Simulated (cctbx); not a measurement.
**MgZn2P2O7: as given, inverted or twinned?**

Space group Cmc2_1 (no. 36), a = 19.4990 Å, b = 5.6190 Å, c = 5.5590 Å, α = 90.00°, β = 90.00°, γ = 90.00°.

| atom | mult. | x | y | z | Ueq (Å²) |
| --- | --- | --- | --- | --- | --- |
| Zn1 | 8 | 0.7947 | 0.7933 | 0.2194 | 0.0128 |
| P1 | 8 | 0.8964 | 0.7231 | 0.7442 | 0.0155 |
| Mg1 | 4 | 0 | 0.7409 | 0.2649 | 0.0175 |
| O1 | 8 | 0.9241 | 0.9076 | 0.0911 | 0.0194 |
| O2 | 4 | 0 | 0.4240 | 0.1009 | 0.0228 |
| O3 | 8 | 0.6463 | 0.0871 | 0.4145 | 0.0299 |
| O4 | 8 | 0.7056 | 0.3645 | 0.8410 | 0.0233 |

The model was made for the exercise: a known structure type with other elements put in, its volume estimated, not relaxed; displacement parameters are assumed.

Data sets are simulated with cctbx and refined with Bijvoet mates kept apart; Flack x is then fitted as the share of an inverted twin with the atoms fixed, Hooft y from the Bijvoet differences. The group is acentric but holds improper operations, so there is an absolute structure (orientation) and no hand.

Untwinned crystal. What Flack and Hooft values should come out?

```csv
λ (Å),extinction (unmodelled),d min (Å),top counts,error (%),model,R1,Flack x,s.u.,Hooft y,s.u.,pairs
0.71073,0,0.77,20000,1.5,as given,0.0140,0.014,0.016,-0.016,0.012,317
0.71073,0,0.77,20000,1.5,inverted,0.0433,0.99,0.02,1.065,0.014,317
1.54184,0.1,0.83,20000,1.5,as given,0.0109,-0.01,0.03,-0.005,0.034,252
```

With Mo Kα, x is within 3 s.u. of 0, so the absolute structure is right. With Cu Kα, x is within 3 s.u. of 0, so the absolute structure is right. Inverting the model turns x into about 1 − x.

A further crystal gives:

| λ (Å) | extinction (unmodelled) | d min (Å) | top counts | error (%) | model | R1 | Flack x | s.u. | Hooft y | s.u. | pairs |
| --- | --- | --- | --- | --- | --- | --- | --- | --- | --- | --- | --- |
| 0.6889 | 0 | 0.84 | 40000 | 4 | as given | 0.0340 | 0.785 | 0.014 | 0.827 | 0.012 | 241 |

**Question.** What is it?

It was simulated as an inversion twin with a fraction 0.8 of the inverted domain. Flack x is over 3 s.u. from both 0 and 1 and reads that fraction.

[Logs are printed without paths, hosts, clocks, repeated set-up lines and the standing remarks that a program may print on its own settings, such as how far it seeks lower states.]
